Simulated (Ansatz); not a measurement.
# Elastic response of glassy 69GeO2-31ZnO (mol %) (78 atoms), part 3 of 3

Aim: relax glassy 69GeO2-31ZnO (mol %) (78 atoms), then change its volume and shape to read moduli from the stress.

Ansatz 0.2.0; Kohn-Sham DFT, PBE, PAW (set soft_1), plane waves.

The cell: 20 Ge, 9 Zn and 49 O. The quench rate of 20 K/ps far exceeds what a furnace or splat quench reaches. The starting topology of bonds comes from the classical model. The Brillouin zone is sampled at Γ only.

So far. Step 11 (Compressed by 1 % along x): The relaxation converged after 5 steps, 0.0537 eV below its start, with a largest force component of 0.021 eV/Å. Step 11 (Compressed by 1 % along x): Compressed by 1 % along x: the energy stands 0.0341 eV above that of the reference, at a pressure of 0.553 GPa.

## Step 12: Sheared by 2 % in xy

A shear of the relaxed cell gives the modulus that volume changes can't reach.

Input file input.yaml:

```yaml
crystal:
  lattice:
    - [10.21051, 0.51271, -0.08023]
    - [0.51342, 10.28111, -0.14991]
    - [-0.08173, -0.15071, 10.58776]
  atoms:
    [... the 78 atom lines of step 4 ...]
kpoints:
  mp_grid: { grid: [1, 1, 1] }
hamiltonian:
  xc: pbe
  pseudopotentials: { kind: paw, azcp: { folder: soft_1 } }
scf:
  occupations: { method: fixed }
output:
  forces: true
  eigenvalues: true
  stress: true
relax:
  f_tol: 0.05
  max_steps: 70
```

Started as:

```bash
ansatz run input.yaml --threads 4 --pin off --max-ram 8192MiB --backend cpu --events-out ev --progress --plain --runs-dir out
```

Numbers of over 12 decimals in the logs are rounded to 6 here.

What it wrote:

```text
[...]
Crystal: 78 atoms, lattice volume = 1108.381 Å³
Basis set: ecut = 420 eV, 21647 PW (Γ), exchange–correlation on 144×144×144 points (8 copies of the dense FFT grid, shifted against one another)
Bands: 419, of which v1, the nominal top of the filled ones, is band 341 counted from 1 (340 counted from 0)
Symmetry: 1 space group operations
[...]
k-points: 1
[...]
SCF iter   1: F=—  HF=-143593.813972 eV  |F-HF|=—  |Δ(HF+E_count)|=         —  Δρ=1.01e-1  dr2=8.09e1  ethr=3.10e-3  ⟨swp⟩=5.0  Hψ=1422  notcnv=0  defer=73
[...]
SCF iter   9: F=—  HF=-143569.549801 eV  |F-HF|=—  |Δ(HF+E_count)|=   7.10e-5  Δρ=1.15e-4  dr2=1.17e-4  ethr=8.06e-8  ⟨swp⟩=2.0  Hψ=689  notcnv=0  defer=76
SCF iter  10: F=-143569.549805 eV  HF=-143569.549794 eV  |F-HF|=1.06e-5  |Δ(HF+E_count)|=   7.57e-6  Δρ=3.08e-5  dr2=1.03e-5  ethr=9.16e-9  ⟨swp⟩=11.0  Hψ=2222  notcnv=0
SCF 1 converged in 10 iterations: F = -143569.549805 eV  dr2 = 1.03e-5
[...]
relax step   1: F+E_penalty+E_count = -143569.54980453 eV  Δ(F+E_penalty+E_count) = +0.000e0 eV  max|allowed force component| = 4.572e-1 eV/Å  Δτ_max = 0.0000 Å  (10 SCF iters, dr2 threshold 6.25e-5 eV, accepted)
[...]
relax step   2: F+E_penalty+E_count = -143569.60378526 eV  Δ(F+E_penalty+E_count) = -5.398e-2 eV  max|allowed force component| = 2.396e-1 eV/Å  Δτ_max = 0.0241 Å  (6 SCF iters, dr2 threshold 1.31e-5 eV, accepted)
[...]
relax step   3: F+E_penalty+E_count = -143569.62811168 eV  Δ(F+E_penalty+E_count) = -2.433e-2 eV  max|allowed force component| = 5.474e-2 eV/Å  Δτ_max = 0.0232 Å  (6 SCF iters, dr2 threshold 3.59e-6 eV, accepted)
relax step   4: F+E_penalty+E_count = -143569.59831089 eV  Δ(F+E_penalty+E_count) = +2.980e-2 eV  max|allowed force component| = 2.196e-1 eV/Å  Δτ_max = 0.1548 Å  (10 SCF iters, rejected (line search))
[...]
relax step   5: F+E_penalty+E_count = -143569.63472644 eV  Δ(F+E_penalty+E_count) = -6.615e-3 eV  max|allowed force component| = 2.525e-2 eV/Å  Δτ_max = 0.0453 Å  (9 SCF iters, accepted)
SCF converged after 9 iterations
Free energy (F): -143569.634726 eV
[...]
Internal energy: -143569.634726 eV  (E = F + TS)
E sigma→0 (E₀):  -143569.634726 eV
Fermi energy:    4.191549 eV
[...]
Σ components = -143569.634726   (vs F -143569.634726, Δ=0.00e0)
--- Forces (eV/Å), atoms counted from 1 ---
  atom   1  Ge    -0.01113251    -0.00192600    -0.00242378
  atom   2  Ge     0.00826257     0.00436681     0.00963862
  atom   3  Ge     0.00681649    -0.00073118     0.00274445
  atom   4  Ge     0.01483603     0.00072418     0.00623091
[...]
atom  78  O     -0.00065537     0.00664014    -0.00551253
  max |Σ_I F_I| component: 1.23e-4 eV/Å
--- Stress (GPa, compression-positive) ---
       -0.034915      -0.436230      -0.016052
       -0.436229      -0.174889      -0.012181
       -0.016052      -0.012180      -0.076315
  P = ⅓ Tr σ = -0.0954 GPa (-0.954 kbar)
--- Band table (eV) ---
[...]
--- Relaxed structure (5 steps of the walk, 4 accepted, 0 SCFs on fresh bases) ---
  F+E_penalty+E_count = -143569.63472644 eV   max|allowed force component| = 2.525e-2 eV/Å
  atoms:
    - { symbol: Ge, position: [0.414915, 0.079642, 0.325196] }
    - { symbol: Ge, position: [0.764873, 0.367609, 0.636692] }
    - { symbol: Ge, position: [0.519853, 0.334335, 0.828664] }
    - { symbol: Ge, position: [0.620522, 0.011551, 0.532901] }
[...]
- { symbol: O, position: [0.757269, 0.360258, 0.470926] }
```

It took 86 s on 4 threads of Arm Neoverse V1, shared host; peak memory 1.6 GiB; 5.4 min of CPU time.

The relaxation converged after 5 steps, 0.0849 eV below its start, with a largest force component of 0.025 eV/Å.

Sheared by 2 % in xy: the energy stands 0.0264 eV above that of the reference, at a pressure of -0.0954 GPa.

## Step 13: Pressure against volume

Atoms are relaxed at each volume, in the scaled cell.

```
volume change (%)  volume (Å³/atom)  energy change (meV/atom)  pressure (GPa)  largest move on relaxing (Å)  bonds  gap (eV)
              -10            12.790                     23.35            5.67                          0.92    124                1.92
               -6            13.359                      8.42            3.16                          0.43    121                1.99
               -3            13.785                      2.07            1.60                          0.20    118                2.00
               +0            14.211                      0.00            0.00                             -    118                1.95
               +3            14.638                      1.91           -1.48                          0.15    118                1.89
               +6            15.064                      7.52           -2.73                          0.34    117                1.83
```

## Step 14: Uniaxial strain and shear

Stress (GPa, compression positive) less that of the relaxed cell, atoms relaxed:

```
                   strain      xx      yy      zz      xy  energy change (meV/atom)
 stretched by 1 % along x  -1.153  -0.314  -0.462  -0.021                      0.46
compressed by 1 % along x   1.043   0.218   0.405   0.008                      0.44
     sheared by 2 % in xy  -0.027  -0.169  -0.084  -0.457                      0.34
```

## Step 15: What came out

The bulk modulus, from the slope of pressure against ln V over the three points nearest the relaxed volume, is 51.2 GPa; between neighbouring points the slope runs 58, 50, 52, 50 and 44 GPa from the smallest volume up, without a steady fall, so no pressure derivative is given. The count of bonds runs from 117 to 124 over the series, so at some points contacts cross the cutoffs. At -10 % some atom moved by over 0.5 Å on relaxing, so that point may sit in another local minimum. The gap goes from 1.92 eV at the smallest volume to 1.83 eV at the largest, not monotonically (lowest 1.83, highest 2.00 eV), on the run's k-points. In the Cartesian axes of the cell, finite differences give C11 = 110, C12 = 26.6, C13 = 43.4 and C66 = 22.8 GPa (the shear of 2 % is the engineering strain, εxy = 0.01). The mean of C11, C12 and C13, which equals the bulk modulus in a cubic or isotropic solid, is 59.9 GPa: it lies 17 % over the bulk modulus from the volumes. For an isotropic solid C66 would equal (C11 − C12)/2 = 41.6 GPa; so small a sample needn't be isotropic, and C66 rests on one shear. The two differ too much for isotropic moduli to be formed.

Caveats: Strains are finite and relaxations stop at the force tolerance of the input, which can leave moduli too stiff; they are those of a static cell at zero temperature. Volumes are changed with the cell's shape held, so in an anisotropic solid the modulus lies over the one under free hydrostatic load. The program notes that the SCF threshold of the relaxations is loose for the stress.

The DFT runs together took 22 min of wall time.

[Logs are printed without paths, hosts, clocks, repeated set-up lines and the standing remarks that a program may print on its own settings, such as how far it seeks lower states.]

[Hosts, paths, dates, database ids (printed as entryN), source tags and the programs' standing remarks are cut or masked in the printed files.]
